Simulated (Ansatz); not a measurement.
# MgSc (Pm-3m): coupling and resistivity against added charge, part 2 of 4

How do λ and ρ of MgSc (Pm-3m) move with the band filling?

Ansatz 0.2.0; DFT PBEsol, scalar-relativistic, plane waves, PAW; PAW set soft_1.

So far. Step 2 (Relaxation): The largest force is now zero by symmetry and the largest stress component 0.0050 GPa, small enough for phonons. The relaxed cell has a = 3.563 Å (conventional setting).

## Step 3: Electron–phonon run: q 2×2×2, k 6×6×6, scattering 12×12×12 (continued)

Resistivity by mesh:

| mesh | T (K) | mean rho (μΩ cm) |
| --- | --- | --- |
| 12x12x12 | 20 | 0.05441 |
| 12x12x12 | 300 | 29 |
| 12x12x12 | 800 | 79.84 |
| 6x6x6 | 20 | 0.08086 |
| 6x6x6 | 300 | 45.31 |
| 6x6x6 | 800 | 118.8 |
| 3x3x3 | 20 | 0.1232 |
| 3x3x3 | 300 | 61.64 |
| 3x3x3 | 800 | 138.5 |

Harmonic. Thermo, by row:

| T (K) | F_vib (meV/atom) | S (J/mol-atom/K) | C_V (J/mol-atom/K) |
| --- | --- | --- | --- |
| 0 | 33.38 | 0 | 0 |
| 50 | 33.04 | 2.442 | 5.792 |
| 100 | 30.01 | 9.465 | 14.77 |
| 150 | 23.26 | 16.43 | 19.32 |
| 200 | 13.18 | 22.32 | 21.49 |
| 250 | 0.29 | 27.25 | 22.64 |
| 300 | -14.94 | 31.45 | 23.3 |
| 350 | -32.2 | 35.07 | 23.72 |
| 400 | -51.22 | 38.26 | 24 |
| 450 | -71.79 | 41.1 | 24.19 |
| 500 | -93.76 | 43.65 | 24.33 |
| 550 | -117 | 45.98 | 24.43 |
| 600 | -141.4 | 48.11 | 24.52 |
| 650 | -166.8 | 50.07 | 24.58 |
| 700 | -193.2 | 51.9 | 24.63 |
| 750 | -220.6 | 53.59 | 24.67 |
| 800 | -248.8 | 55.19 | 24.7 |
| 850 | -277.8 | 56.69 | 24.73 |
| 900 | -307.5 | 58.1 | 24.75 |
| 950 | -338 | 59.44 | 24.77 |
| 1000 | -369.1 | 60.71 | 24.79 |

Phonopy on the run's constants, 15x15x15 mesh, Gaussian sigma 2.1 cm⁻¹. Table of modes by wavenumber; read off at these points; values in 1/cm⁻¹/cell:

| wavenumber (cm⁻¹) | Mg | Sc |
| --- | --- | --- |
| -10.0 | 0 | 0 |
| 0.0 | 5.6e-5 | 9.6e-5 |
| 10.0 | 0 | 0 |
| 20.0 | 1.2e-4 | 2.2e-4 |
| 30.0 | 4.0e-4 | 7.7e-4 |
| 40.0 | 9.2e-4 | 0.00178 |
| 50.0 | 0.00110 | 0.00217 |
| 60.0 | 0.00261 | 0.00529 |
| 70.0 | 0.00482 | 0.0101 |
| 80.0 | 0.00392 | 0.00857 |
| 90.0 | 0.00731 | 0.0167 |
| 100.0 | 0.00629 | 0.0156 |
| 110.0 | 0.00828 | 0.0219 |
| 120.0 | 0.00769 | 0.0238 |
| 130.0 | 0.00770 | 0.0289 |
| 140.0 | 0.00430 | 0.0336 |
| 147.5 | 0.00487 | 0.0501 |
| 150.0 | 0.00386 | 0.0480 |
| 160.0 | 9.6e-4 | 0.0251 |
| 170.0 | 8.1e-5 | 0.00323 |
| 180.0 | 4.7e-6 | 1.1e-4 |
| 190.0 | 0 | 0 |
| 200.0 | 0 | 0 |
| 210.0 | 7.3e-4 | 1.4e-5 |
| 220.0 | 0.0459 | 0.00252 |
| 227.2 | 0.0728 | 0.00764 |
| 230.0 | 0.0696 | 0.00813 |
| 240.0 | 0.0581 | 0.0181 |
| 247.6 | 0.0538 | 0.0215 |
| 250.0 | 0.0449 | 0.0189 |
| 260.0 | 0.0185 | 0.00901 |
| 270.0 | 3.6e-4 | 1.9e-4 |
| 280.0 | 0 | 0 |

By its own test the run is not converged in the mesh. λ = 0.324 and 29 μΩ cm at 300 K. The run's own test puts 56 % between its two finest meshes on the component of the resistivity at 300 K that moves most, so it is not converged. By the run's own test λ moves by 9 % between its two finest scattering meshes.

## Step 4: Resistivity: 0.2 holes added a cell on a uniform background

Added charge moves the Fermi level through the bands.

Contents of input.yaml:

```yaml
crystal:
  lattice:
    - [3.5632219614, 0.0, 0.0]
    - [0.0, 3.5632219614, 0.0]
    - [0.0, 0.0, 3.5632219614]
  atoms:
    - { symbol: Mg, position: [0.0, 0.0, 0.0] }
    - { symbol: Sc, position: [0.5, 0.5, 0.5] }
total_charge: 0.2
kpoints:
  mp_grid: { grid: [6, 6, 6] }
hamiltonian:
  xc: pbesol
  pseudopotentials: { kind: paw, azcp: { folder: soft_1 }, xc_functional: pbe }
scf:
  occupations: { method: methfessel_paxton, width: 0.2 }
output:
  eigenvalues: true
phonons:
  method: dfpt
  qmesh: [2, 2, 2]
  temperatures: { t_max: 1000, t_step: 50 }
  qpath:
    path:
      - [[0.0, 0.0, 0.0], [0.0, 0.5, 0.0], [0.5, 0.5, 0.0], [0.0, 0.0, 0.0], [0.5, 0.5, 0.5], [0.0, 0.5, 0.0]]
      - [[0.5, 0.5, 0.5], [0.5, 0.5, 0.0]]
    npoints: 10
  electrical_resistivity:
    mesh: [12, 12, 12]
    temperatures: [20.0, 50.0, 77.0, 100.0, 150.0, 200.0, 300.0, 400.0, 600.0, 800.0]
```

The run is started by

```bash
$ ansatz run input.yaml --threads 4 --pin off --max-ram 12288MiB --backend cpu --events-out ev --progress --plain --runs-dir out
```

Numbers of over 12 decimals in the logs are rounded to 6 here.

The log of the run:

```text
[...]
Crystal: 2 atoms, lattice volume = 45.241 Å³
Basis set: ecut = 420 eV, 895 PW (Γ), exchange–correlation on 48×48×48 points (8 copies of the dense FFT grid, shifted against one another)
Bands: 15, of which v1, the nominal top of the filled ones, is band 10 counted from 1 (9 counted from 0)
Symmetry: 48 space group operations
k-points: 20 of 216
[...]
SCF iter   1: F=—  HF=-4025.010701 eV  |F-HF|=—  |Δ(HF+E_count)|=         —  Δρ=1.71e-2  dr2=9.12e-2  ethr=3.10e-3  ⟨swp⟩=5.0  Hψ=1295  notcnv=0
[...]
SCF iter   8: F=-4025.018582 eV  HF=-4025.018582 eV  |F-HF|=9.09e-13  |Δ(HF+E_count)|=  2.73e-12  S|Δr|=    0.00e0  Δρ=2.90e-8  dr2=3.49e-13  ethr=1.00e-12  ⟨swp⟩=5.7  Hψ=1212  notcnv=0
SCF 1 converged in 8 iterations: F = -4025.018582 eV  dr2 = 3.49e-13
[...]
SCF iter   1: F=—  HF=-4025.010701 eV  |F-HF|=—  |Δ(HF+E_count)|=         —  Δρ=1.71e-2  dr2=9.12e-2  ethr=3.10e-3  ⟨swp⟩=5.0  Hψ=1295  notcnv=0
[...]
SCF iter   8: F=-4025.018582 eV  HF=-4025.018582 eV  |F-HF|=9.09e-13  |Δ(HF+E_count)|=  2.73e-12  S|Δr|=    0.00e0  Δρ=2.95e-8  dr2=3.66e-13  ethr=1.00e-12  ⟨swp⟩=3.0  Hψ=680  notcnv=0
SCF 2 converged in 8 iterations: F = -4025.018582 eV  dr2 = 3.66e-13
[...]
SCF converged after 8 iterations
[...]
Free energy (F): -4025.018582 eV
[...]
Internal energy: -4025.011474 eV  (E = F + TS)
E sigma→0 (E₀):  -4025.016805 eV
Entropy (-TS):   -0.007108 eV (-3.554 meV/atom)
Fermi energy:    7.591425 eV
[...]
--- Band table (eV; the first three rows and the last of 20) ---
  k-point 0: bands = [... 6 lower, -20.6396, -20.6396, 1.7393, 7.5344, 7.5344, 10.0659, 10.0659, 10.0659, ... 1 higher]
  k-point 1: bands = [... 6 lower, -20.6377, -20.6377, 2.0977, 7.3893, 7.6677, 9.7007, 9.7007, 10.0985, ... 1 higher]
  k-point 2: bands = [... 6 lower, -20.6340, -20.6340, 3.1236, 6.3811, 7.9661, 9.1702, 9.1702, 10.1650, ... 1 higher]
  k-point 19: bands = [... 6 lower, -20.7104, -20.7104, 6.7237, 6.7237, 6.7237, 10.7731, 10.7731, 10.7731, ... 1 higher]
[...]
ASR residual: 3.941e-5 → 0.000e0 eV/Å²; symmetrization residual: 5.765e-8 eV/Å²
  ASR residual per site (eV/Å²): 3.94e-5 1.63e-5
  Γ frequencies (cm⁻¹): 0.00 0.00 0.00 268.48 268.48 268.48
--- Phonons (arbitrary-q DFPT): 4 irreducible q on the 2×2×2 mesh ---
[...]
interpolated dispersion: 62 rows × 6 modes
[...]
--- Electrical resistivity: potentials and phonons of a 2×2×2 supercell ---
[...]
at the Fermi level of each mesh (of a tensor a third of its trace):
[...]
12×12×12                     1.6981              3.7504    0.3980    0.4975          16.721
          6×6×6                     1.5931              2.9698    0.3370    0.4557          16.791
          3×3×3                    20.5100              3.0925    3.3894    6.3518          22.849
  resistivity on the deck's mesh, µΩ·cm:
[...]
20.00     6.4619e-2              no     6.4619e-2     6.4620e-2     6.4620e-2       1.2448e-1         6.9994e-2
     50.00      1.8087e0              no      1.8087e0      1.8087e0      1.8087e0        2.2874e0          1.7294e0
     77.00      5.0282e0              no      5.0282e0      5.0282e0      5.0282e0        5.7357e0          4.7639e0
    100.00      8.3146e0              no      8.3146e0      8.3146e0      8.3146e0        9.0738e0          7.8539e0
    150.00      1.5695e1              no      1.5695e1      1.5695e1      1.5695e1        1.6420e1          1.4766e1
    200.00      2.2726e1              no      2.2726e1      2.2726e1      2.2726e1        2.3495e1          2.1333e1
    300.00      3.5872e1              no      3.5872e1      3.5872e1      3.5872e1        3.6985e1          3.3577e1
    400.00      4.8283e1              no      4.8283e1      4.8283e1      4.8283e1        4.9907e1          4.5110e1
    600.00      7.1132e1              no      7.1132e1      7.1132e1      7.1132e1        7.4293e1          6.6369e1
    800.00      9.1104e1              no      9.1104e1      9.1104e1      9.1104e1        9.6693e1          8.5162e1
[...]
vibrations of 8 cells: unjudged by the run; compare a larger repeat
[...]
```

Wall time 18 s (4 threads of Intel Xeon Platinum 8488C (Sapphire Rapids), shared host); peak memory 0.71 GiB.

Numbers from this step:

```
zero point energy                                 : 0.06623 eV/cell
highest frequency, solved or plainly interpolated : 268.5 cm⁻¹
Debye temperature (second moment)                 : 349 K
resistivity at 300 K                              : 35.87 μΩ cm
coupling constant λ                               : 0.398
density of states at the Fermi level              : 1.698 states/eV a spin and cell
log mean phonon energy ħω_log                     : 16.72 meV
transport coupling constant λ_tr                  : 0.4975, 0.4975, 0.4975 (xx, yy, zz)
Drude plasma energy                               : 3.75, 3.75, 3.75 eV (xx, yy, zz)
resistivity times mean free path                  : 11.45, 11.45, 11.45 × 10⁻¹⁶ Ω m² (xx, yy, zz)
second-moment phonon energy ħω₂                   : 20.27 meV, from the broadened α²F curve
coupling λ by branch                              : 0.134, 0.065, 0.0606, 0.0501, 0.0353, 0.0526 (branches by rank of frequency)
```

Resistivity, by row:

| T (K) | ρ_xx (μΩ cm) | ρ_yy | ρ_zz | ρ by Ziman's lowest order, mean | ρ by relaxation times, mean | within 2 % of the coarser mesh |
| --- | --- | --- | --- | --- | --- | --- |
| 20 | 0.06462 | 0.06462 | 0.06462 | 0.1245 | 0.06999 | no |
| 50 | 1.809 | 1.809 | 1.809 | 2.287 | 1.729 | no |
| 77 | 5.028 | 5.028 | 5.028 | 5.736 | 4.764 | no |
| 100 | 8.315 | 8.315 | 8.315 | 9.074 | 7.854 | no |
| 150 | 15.7 | 15.7 | 15.7 | 16.42 | 14.77 | no |
| 200 | 22.73 | 22.73 | 22.73 | 23.5 | 21.33 | no |
| 300 | 35.87 | 35.87 | 35.87 | 36.98 | 33.58 | no |
| 400 | 48.28 | 48.28 | 48.28 | 49.91 | 45.11 | no |
| 600 | 71.13 | 71.13 | 71.13 | 74.29 | 66.37 | no |
| 800 | 91.1 | 91.1 | 91.1 | 96.69 | 85.16 | no |

By its own test the run is not converged in the mesh. λ = 0.398 and 35.9 μΩ cm at 300 K, against 0.324 and 29 in the neutral cell (+23.0 % and +23.7 %). N(E_F) moves by +34.0 % and the coupling-weighted phonon energy by -0.9 %; λ goes as N/ω², which would give +36.5 % if the matrix elements stayed. The run's own test puts 41 % between its two finest meshes on the component of the resistivity at 300 K that moves most, more than that change; on the next coarser mesh the mean ρ changes by +11.8 % between the two runs, against +23.7 % on the finest. By the run's own test λ moves by 15 % between its two finest scattering meshes.

## Step 5: Electron–phonon run: 0.2 electrons added a cell on a uniform background

Added charge moves the Fermi level through the bands.

Edit input.yaml of step 4 so:

```diff
@@ -8,3 +8,3 @@
     - { symbol: Sc, position: [0.5, 0.5, 0.5] }
-total_charge: 0.2
+total_charge: -0.2
 kpoints:
```

The log of the run:

```text
[the first part of the log is left out]
  E_xc         = -112.048638
  E_vxc        = -140.021074  (∫ρ·V_xc dr)
  E_paw        = -1256.734507  (= ΣΔE_a)
  E_vpaw       = -214.354584  (= ΣTr[D̂ρ^β])
  E_aug_tail   = -0.000110  (compensation charges beyond the density's cutoff)
  E_ewald      = -1623.483455
  E_core_change = 0.187888  (= ΣΔE_core)
  E_smearing   = 0.004584  (= −TS)
  E_closure    = 0.000000  (closes the sum)
  E_deformation_potential = -2.891574  (in the stress; not in F)
  Σ components = -4021.961916   (vs F -4021.961916, Δ=0.00e0)
--- Band table (eV; the first three rows and the last of 20) ---
  k-point 0: bands = ["-67.0079", "-41.7545", "-33.9473", "-33.9473", "-33.9473", "-20.4320", "-20.4320", "-20.4320", "1.5479", "7.5228", "7.5228", "10.1796", "10.1796", "10.1796", "12.8779"]
  k-point 1: bands = ["-67.0079", "-41.7528", "-33.9485", "-33.9472", "-33.9472", "-20.4562", "-20.4301", "-20.4301", "1.9068", "7.3395", "7.6640", "9.7792", "9.7792", "10.2144", "11.6767"]
  k-point 2: bands = ["-67.0078", "-41.7494", "-33.9509", "-33.9470", "-33.9470", "-20.5043", "-20.4261", "-20.4261", "2.9350", "6.2379", "7.9830", "9.2193", "9.2193", "10.2856", "10.9990"]
  k-point 19: bands = ["-67.0073", "-41.7344", "-33.9514", "-33.9514", "-33.9514", "-20.5054", "-20.5054", "-20.5054", "6.6399", "6.6399", "6.6399", "10.6190", "10.6190", "10.6190", "10.9146"]
--- Phonons (Γ-DFPT): 2 representative perturbations + reference (Σ response iterations 8) ---
  ASR residual: 5.040e-5 → 0.000e0 eV/Å²; symmetrization residual: 3.292e-8 eV/Å²
  ASR residual per site (eV/Å²): 5.04e-5 3.40e-5
  Γ frequencies (cm⁻¹): 0.00 0.00 0.00 263.69 263.69 263.69
--- Phonons (arbitrary-q DFPT): 4 irreducible q on the 2×2×2 mesh ---
  q = [0.0000, 0.0000, 0.0000] (star 1, of the zone-centre solve; hermiticity 1.63e-8, symmetrization 6.55e-12): -0.00 -0.00 0.00 263.69 263.69 263.69
  q = [0.0000, 0.0000, -0.5000] (star 3, 4 solved perturbations in 208 linear systems a pass and spin channel, the states on 64 of 216 k-point pairs; hermiticity 2.79e-9, symmetrization 1.47e-9): 133.17 164.68 164.68 208.19 221.08 221.08
  q = [0.0000, -0.5000, -0.5000] (star 3, 4 solved perturbations in 208 linear systems a pass and spin channel, the states on 64 of 216 k-point pairs; hermiticity 7.98e-8, symmetrization 1.18e-12): 77.08 77.08 127.24 233.00 268.69 268.69
  q = [-0.5000, -0.5000, -0.5000] (star 1, 2 solved perturbations on 40 of 216 k-point pairs; hermiticity 1.64e-10, symmetrization 8.21e-11): 177.76 177.76 177.76 220.50 220.50 220.50
  sum rule: each row above includes the acoustic sum rule's correction from the zone centre's row sums; it moved no ω² by more than (0.75 cm⁻¹)²
  mesh force constants: q→R imaginary residual 2.75e-17; ASR residual 5.040e-5 → 0.000e0 eV/Å²; symmetrization residual 4.441e-15 eV/Å²
  interpolated dispersion: 62 rows × 6 modes
  density of states and harmonic sums: on the 18×18×18 q-mesh, interpolated from the force constants of a 2×2×2 supercell (no non-analytic term)
  largest difference from the sums on the solved wave vectors: F 7.96e-2 eV, S 1.12e-4 and C_V 3.21e-5 eV/K
  zero-point energy: 0.066912 eV/cell   skipped modes (ω ≤ 0): 4, of them read as no rigid motion or as one in doubt: 1 (2.058e-3 modes/cell left out, lowest -3.55 cm⁻¹)   left out of the sums: 4.29e-4 of the cell's modes: C_V's classical limit lies that fraction below 3 k_B per atom; for a crystal, a wire or a layer, F and S can be off by more, and a phonons.interpolated_qmesh denser along its periods is the remedy for the sampling
Error: electrical resistivity: the mode of lowest frequency at the wavevector [0.0000, 0.0833, 0.0833] is imaginary, -3.47 cm⁻¹ (written negative): every mode at the wavevectors of the force constants' own supercell is real, and this one is interpolated between them; take force constants of more repeats (phonons.supercell, under dfpt phonons.qmesh), or, with a block electrical_resistivity or superconductivity, name a file of force constants under which the crystal is stable (phonons.electron_phonon_force_constants)
The harmonic force constants that this run solved are whole in <dir>
```

Run time: 8.7 s. Hardware: 4 threads; peak memory 0.64 GiB.

The run ended with an error.

The program's message: “electrical resistivity: the mode of lowest frequency at the wavevector [0.0000, 0.0833, 0.0833] is imaginary, -3.47 cm⁻¹ (written negative): every mode at the wavevectors of the force constants' own s …”

The run stops because a mode is imaginary on the scattering mesh, where no scattering rate is defined; denser k meshes, other smearings and, between solved wavevectors, finer q meshes show whether the instability is real.

## Step 6: Electron–phonon run: 0.4 holes added a cell on a uniform background

Added charge moves the Fermi level through the bands.

Edit input.yaml of step 5 so:

```diff
@@ -8,3 +8,3 @@
     - { symbol: Sc, position: [0.5, 0.5, 0.5] }
-total_charge: -0.2
+total_charge: 0.4
 kpoints:
```

The log of the run:

```text
[...]
Crystal: 2 atoms, lattice volume = 45.241 Å³
Basis set: ecut = 420 eV, 895 PW (Γ), exchange–correlation on 48×48×48 points (8 copies of the dense FFT grid, shifted against one another)
Bands: 15, of which v1, the nominal top of the filled ones, is band 10 counted from 1 (9 counted from 0)
Symmetry: 48 space group operations
k-points: 20 of 216
[...]
SCF iter   1: F=—  HF=-4026.598994 eV  |F-HF|=—  |Δ(HF+E_count)|=         —  Δρ=3.51e-2  dr2=2.80e-1  ethr=3.10e-3  ⟨swp⟩=5.0  Hψ=1306  notcnv=0
[...]
SCF iter   8: F=-4026.535318 eV  HF=-4026.535318 eV  |F-HF|=9.09e-13  |Δ(HF+E_count)|=  4.64e-11  S|Δr|=    0.00e0  Δρ=2.73e-8  dr2=1.83e-13  ethr=1.00e-12  ⟨swp⟩=5.5  Hψ=1285  notcnv=0
SCF 1 converged in 8 iterations: F = -4026.535318 eV  dr2 = 1.83e-13
[...]
SCF iter   1: F=—  HF=-4026.598994 eV  |F-HF|=—  |Δ(HF+E_count)|=         —  Δρ=3.51e-2  dr2=2.80e-1  ethr=3.10e-3  ⟨swp⟩=5.0  Hψ=1306  notcnv=0
[...]
SCF iter   8: F=-4026.535318 eV  HF=-4026.535318 eV  |F-HF|=4.55e-13  |Δ(HF+E_count)|=  4.73e-11  S|Δr|=    0.00e0  Δρ=2.74e-8  dr2=1.86e-13  ethr=1.00e-12  ⟨swp⟩=3.0  Hψ=746  notcnv=0
SCF 2 converged in 8 iterations: F = -4026.535318 eV  dr2 = 1.86e-13
[...]
SCF converged after 8 iterations
[...]
Free energy (F): -4026.535318 eV
[...]
Internal energy: -4026.524529 eV  (E = F + TS)
E sigma→0 (E₀):  -4026.532621 eV
Entropy (-TS):   -0.010788 eV (-5.394 meV/atom)
Fermi energy:    7.579403 eV
[...]
--- Band table (eV; the first three rows and the last of 20) ---
  k-point 0: bands = [... 6 lower, -20.7095, -20.7095, 1.8380, 7.5571, 7.5571, 10.0354, 10.0354, 10.0354, ... 1 higher]
  k-point 1: bands = [... 6 lower, -20.7077, -20.7077, 2.1961, 7.4270, 7.6871, 9.6838, 9.6838, 10.0671, ... 1 higher]
  k-point 2: bands = [... 6 lower, -20.7040, -20.7040, 3.2210, 6.4584, 7.9771, 9.1654, 9.1654, 10.1317, ... 1 higher]
  k-point 19: bands = [... 6 lower, -20.7792, -20.7792, 6.7743, 6.7743, 6.7743, 10.7688, 10.7688, 10.8585, ... 1 higher]
[...]
ASR residual: 2.201e-5 → 0.000e0 eV/Å²; symmetrization residual: 1.565e-7 eV/Å²
  ASR residual per site (eV/Å²): 2.20e-5 2.67e-6
  Γ frequencies (cm⁻¹): 0.00 0.00 0.00 269.30 269.30 269.30
--- Phonons (arbitrary-q DFPT): 4 irreducible q on the 2×2×2 mesh ---
[...]
interpolated dispersion: 62 rows × 6 modes
[...]
--- Electrical resistivity: potentials and phonons of a 2×2×2 supercell ---
[...]
at the Fermi level of each mesh (of a tensor a third of its trace):
[...]
12×12×12                     1.6949              3.3215    0.3772    0.4796          17.054
          6×6×6                     9.9411              2.9444    0.6350    3.6098          16.283
          3×3×3                    10.7690              3.0500    1.7436    3.1762          22.364
  resistivity on the deck's mesh, µΩ·cm:
[...]
20.00     8.4597e-2             yes     8.4597e-2     8.4597e-2     8.4597e-2       1.6422e-1         8.8914e-2
     50.00      2.1533e0              no      2.1533e0      2.1533e0      2.1533e0        2.7598e0          2.0716e0
     77.00      6.0520e0              no      6.0520e0      6.0520e0      6.0520e0        7.0534e0          5.8178e0
    100.00      1.0228e1              no      1.0228e1      1.0228e1      1.0228e1        1.1409e1          9.8076e0
    150.00      1.9969e1              no      1.9969e1      1.9969e1      1.9969e1        2.1320e1          1.9072e1
    200.00      2.9354e1              no      2.9354e1      2.9354e1      2.9354e1        3.0844e1          2.7987e1
    300.00      4.5827e1              no      4.5827e1      4.5827e1      4.5827e1        4.7877e1          4.3626e1
    400.00      5.9335e1              no      5.9335e1      5.9335e1      5.9335e1        6.2531e1          5.6446e1
    600.00      8.0110e1              no      8.0110e1      8.0110e1      8.0110e1        8.7016e1          7.6286e1
    800.00      9.5939e1              no      9.5939e1      9.5939e1      9.5939e1        1.0738e2          9.1705e1
[...]
Hall coefficient in a weak field at 600 K (a third of the trace): 4.029e-11 m³/C (as a tensor it moves by 18.1 % between the two finest meshes); by each state's relaxation time: 4.954e-11 m³/C; by a constant relaxation time: 4.078e-11 m³/C
[...]
vibrations of 8 cells: unjudged by the run; compare a larger repeat
[...]
```

It took 18 s on 4 threads; peak memory 0.71 GiB.

Numbers from this step:

* zero point energy: 0.06596 eV/cell
* highest frequency, solved or plainly interpolated: 269.3 cm⁻¹
* Debye temperature (second moment): 347 K
* resistivity at 300 K: 45.83 μΩ cm
* coupling constant λ: 0.3772
* density of states at the Fermi level: 1.695 states/eV a spin and cell
* log mean phonon energy ħω_log: 17.05 meV
* transport coupling constant λ_tr: 0.4796, 0.4796, 0.4796 (xx, yy, zz)
* Drude plasma energy: 3.322, 3.322, 3.322 eV (xx, yy, zz)
* resistivity times mean free path: 13.31, 13.31, 13.31 × 10⁻¹⁶ Ω m² (xx, yy, zz)
* second-moment phonon energy ħω₂: 20.74 meV, from the broadened α²F curve
* coupling λ by branch: 0.119, 0.0528, 0.0511, 0.0696, 0.0443, 0.0401 (branches by rank of frequency)

Resistivity, by row:

| T (K) | ρ_xx (μΩ cm) | ρ_yy | ρ_zz | ρ by Ziman's lowest order, mean | ρ by relaxation times, mean | within 2 % of the coarser mesh |
| --- | --- | --- | --- | --- | --- | --- |
| 20 | 0.0846 | 0.0846 | 0.0846 | 0.1642 | 0.08891 | yes |
| 50 | 2.153 | 2.153 | 2.153 | 2.76 | 2.072 | no |
| 77 | 6.052 | 6.052 | 6.052 | 7.053 | 5.818 | no |
| 100 | 10.23 | 10.23 | 10.23 | 11.41 | 9.808 | no |
| 150 | 19.97 | 19.97 | 19.97 | 21.32 | 19.07 | no |
| 200 | 29.35 | 29.35 | 29.35 | 30.84 | 27.99 | no |
| 300 | 45.83 | 45.83 | 45.83 | 47.88 | 43.63 | no |
| 400 | 59.33 | 59.33 | 59.33 | 62.53 | 56.45 | no |
| 600 | 80.11 | 80.11 | 80.11 | 87.02 | 76.29 | no |
| 800 | 95.94 | 95.94 | 95.94 | 107.4 | 91.71 | no |

By its own test the run is not converged in the mesh. λ = 0.377 and 45.8 μΩ cm at 300 K, against 0.324 and 29 in the neutral cell (+16.5 % and +58.0 %). The run's own test puts 40 % between its two finest meshes on the component of the resistivity at 300 K that moves most. By the run's own test λ moves by 68 % between its two finest scattering meshes.

[end of part 2 of 4]

[Logs are printed without paths, hosts, clocks, repeated set-up lines and the standing remarks that a program may print on its own settings, such as how far it seeks lower states.]

[Hosts, paths, dates, database ids (printed as entryN), source tags and the programs' standing remarks are cut or masked in the printed files.]
